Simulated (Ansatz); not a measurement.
# How many bands does the GW gap of BaTiO3 (Pm-3m) need?, part 2 of 2

Wanted: a G0W0 gap for BaTiO3 (Pm-3m) that is converged in bands and cutoff, or an estimate of the limit.

Ansatz 0.2.0; G0W0 on PBE, plane waves, PAW. Known limits of the many-body steps: not at the basis limit; no spin-orbit coupling.

So far. Step 2 (168 empty bands, screening to 110 eV): The gap on the mesh goes from 1.80 eV to 3.18 eV, a correction of +1.38 eV. Between the two edge states, bare exchange in place of the xc potential would open the gap by 12.66 eV, and correlation takes back 11.27 eV. Step 3 (382 empty bands, screening to 190 eV): Against the run with 6×6×6 mesh, 168 empty bands, screening to 110 eV, hard PAW files, the gap moves by +0.03 eV.

### 4. 647 empty bands, screening to 270 eV

File input.yaml:

```yaml
crystal:
  lattice:
    - [4.006, 0.0, 0.0]
    - [0.0, 4.006, 0.0]
    - [0.0, 0.0, 4.006]
  atoms:
    - { symbol: Ba, position: [0.5, 0.5, 0.5] }
    - { symbol: Ti, position: [0.0, 0.0, 0.0] }
    - { symbol: O, position: [0.5, 0.0, 0.0] }
    - { symbol: O, position: [0.0, 0.5, 0.0] }
    - { symbol: O, position: [0.0, 0.0, 0.5] }
kpoints:
  mp_grid: { grid: [6, 6, 6] }
hamiltonian:
  xc: pbe
  pseudopotentials: { kind: paw, source: ansatz }
scf:
  occupations: { method: fixed }
gw:
  n_empty_bands: 647
  ecut_chi: 270.0
  qp_bands: [v2, c2]
  qp_kpoints: band_edges
  screening: { model: contour_deformation }
```

Command:

```
$ ansatz run input.yaml --threads 4 --pin off --max-ram 138240MiB --backend cuda --events-out ev --progress --plain --runs-dir out --devices 1 --max-vram 26GiB
```

Numbers of over 12 decimals in the logs are rounded to 6 here.

The program printed:

```text
GPUs: using 1 of 1 available (devices: 1).
[...]
GPU FFT provider: cuFFT
GPU libraries: cuBLAS 13.8.2, cuFFT 12.4.0, cuSOLVER 12.3.4
Crystal: 5 atoms, lattice volume = 64.288 Å³
Basis set: ecut = 930 eV, 4139 PW (Γ)
Bands: 25, of which v1, the nominal top of the filled ones, is band 20 counted from 1 (19 counted from 0)
Symmetry: 48 space group operations
[...]
k-points: 20 of 216
[...]
1    22     12.5986   -13.6540    -6.6490   -21.0887  0.7124    13.3985    13.3843  root
[...]
19    19     10.2899   -25.8376     4.4270   -20.7754  0.7025     9.6446     9.6547  root
    19    20     10.2899   -25.8376     4.4270   -20.7754  0.7025     9.6446     9.6547  root
    19    21     14.4801   -14.6921    -8.2017   -23.6971  0.6516    15.3130    15.2833  root
    19    22     14.4801   -14.6921    -8.2017   -23.6971  0.6516    15.3130    15.2833  root
[key lines of the parts left out:]
SCF converged after 10 iterations
Free energy (F): -10144.574156 eV
Fermi energy:    10.289876 eV
```

The job ended after 2 min (1 × NVIDIA H100 80GB HBM3 (shared by 3 runs) with 4 threads of AMD EPYC 7R13 (Zen 3), shared host; peak memory 3.8 GiB; 3.1 min of CPU time).

This step gave:

* bands summed: 667
* RPA ε∞ on this mesh (eigenvalues): 6.483, 6.483, 6.483
* plane waves in the screening matrix: 619
* G0W0 gap on the mesh: 3.246 eV
* k of the valence top: -0.5, -0.5, -0.5
* k of the conduction bottom: 0, 0, 0
* starting gap on the mesh: 1.798 eV
* least direct G0W0 gap on the computed points: 3.381 eV

Against the run with 6×6×6 mesh, 382 empty bands, screening to 190 eV, hard PAW files, the gap moves by +0.03 eV.

### 5. 1081 empty bands, screening to 380 eV

Edit input.yaml of step 4 so:

```diff
@@ -19,4 +19,4 @@
 gw:
-  n_empty_bands: 647
-  ecut_chi: 270.0
+  n_empty_bands: 1081
+  ecut_chi: 380
   qp_bands: [v2, c2]
```

The program printed:

```text
GPUs: using 1 of 1 available (devices: 1).
[...]
GPU FFT provider: cuFFT
GPU libraries: cuBLAS 13.8.2, cuFFT 12.4.0, cuSOLVER 12.3.4
Crystal: 5 atoms, lattice volume = 64.288 Å³
Basis set: ecut = 930 eV, 4139 PW (Γ)
Bands: 25, of which v1, the nominal top of the filled ones, is band 20 counted from 1 (19 counted from 0)
Symmetry: 48 space group operations
[...]
k-points: 20 of 216
[...]
1    22     12.5986   -13.6540    -6.7475   -21.0887  0.7111    13.2965    13.2858  root
[...]
19    19     10.2899   -25.8376     4.3115   -20.7754  0.7010     9.5248     9.5392  root
    19    20     10.2899   -25.8376     4.3115   -20.7754  0.7010     9.5248     9.5392  root
    19    21     14.4801   -14.6921    -8.3130   -23.6971  0.6496    15.1937    15.1720  root
    19    22     14.4801   -14.6921    -8.3130   -23.6971  0.6496    15.1937    15.1720  root
[key lines of the parts left out:]
SCF converged after 10 iterations
Free energy (F): -10144.574156 eV
Fermi energy:    10.289876 eV
```

It took 4.7 min on 1 × NVIDIA H100 80GB HBM3 (shared by 3 runs) with 4 threads; peak memory 7 GiB; 8.3 min of CPU time.

This step gave:

```
bands summed                                 : 1101
RPA ε∞ on this mesh (eigenvalues)            : 6.479, 6.479, 6.479
plane waves in the screening matrix          : 1045
G0W0 gap on the mesh                         : 3.272 eV
k of the valence top                         : -0.5, -0.5, -0.5
k of the conduction bottom                   : 0, 0, 0
starting gap on the mesh                     : 1.798 eV
least direct G0W0 gap on the computed points : 3.414 eV
```

Against the run with 6×6×6 mesh, 647 empty bands, screening to 270 eV, hard PAW files, the gap moves by +0.03 eV.

### 6. The runs together

Times are wall times on 1 × NVIDIA H100 80GB HBM3 (shared by 3 runs) with 4 threads of AMD EPYC 7R13 (Zen 3), shared host, good to a factor of about two.

```csv
mesh,files,frequency,bands summed,cutoff (eV),start (eV),G0W0 (eV),time,host memory (GiB)
6×6×6,hard PAW,contour deformation,188,110,1.798,3.182,40 s,1.5
6×6×6,hard PAW,contour deformation,402,190,1.798,3.214,63 s,2.3
6×6×6,hard PAW,contour deformation,667,270,1.798,3.246,2 min,3.8
6×6×6,hard PAW,contour deformation,1101,380,1.798,3.272,4.7 min,7.0
```

How the two edges are built up, in eV (the quasiparticle level is the starting level plus Σx plus Σc less Vxc):

```
       run               edge  start      Σx     Σc     Vxc     Z     QP
 188 bands        valence top  10.29  -25.84   4.87  -20.78  0.71  10.10
 188 bands  conduction bottom  12.09  -12.66  -6.40  -20.26  0.73  13.28
 402 bands        valence top  10.29  -25.84   4.59  -20.78  0.70   9.82
 402 bands  conduction bottom  12.09  -12.66  -6.65  -20.26  0.73  13.03
 667 bands        valence top  10.29  -25.84   4.43  -20.78  0.70   9.65
 667 bands  conduction bottom  12.09  -12.66  -6.78  -20.26  0.73  12.90
1101 bands        valence top  10.29  -25.84   4.31  -20.78  0.70   9.54
1101 bands  conduction bottom  12.09  -12.66  -6.87  -20.26  0.72  12.81
```

### 7. Results

```
188 bands, 110 eV                   : 3.182 eV
402 bands, 190 eV                   : 3.214 eV
667 bands, 270 eV                   : 3.246 eV
1101 bands, 380 eV                  : 3.272 eV
estimated limit in bands and cutoff : 3.31 eV
mesh and start                      : 6×6×6, PBE
```

**Reading.** A line in one over the bands through the two highest rungs gives 3.31 eV, +0.04 eV from the top rung; the pair below gives 3.30 eV, in fair agreement. The rungs stand 0.13 eV (188 bands), 0.10 eV (402 bands), 0.07 eV (667 bands) and 0.04 eV (1101 bands) from it. From 188 to 1101 bands the gap moves by +0.09 eV while the time grows 7.0-fold. Σc changes by −0.56 eV at the valence top and −0.47 eV at the conduction bottom, so the levels themselves move more than the gap between them. The cheapest rung within 0.1 eV of this estimate is that with 402 bands (63 s). Gaps are over the mesh's points; an edge off the mesh would be missed. This is the ideal cubic cell; many perovskites, halides above all, are cubic only on average, and local tilts or off-centring can widen the gap. The many-body steps are scalar-relativistic: spin-orbit coupling is not in them.

[Paths, hosts, dates, memory and timing lines, banners, echoed tables and standing remarks are left out of the program output.]

[Logs are printed without paths, hosts, clocks, repeated set-up lines and the standing remarks that a program may print on its own settings, such as how far it seeks lower states.]

[Runs of the session that timed out or met a known fault of the program may be left out.]

[Cells called generated may have been cut or substituted from an entry of the Crystallography Open Database or the Materials Project.]

[Hosts, paths, dates, database ids (printed as entryN), source tags and the programs' standing remarks are cut or masked in the printed files.]
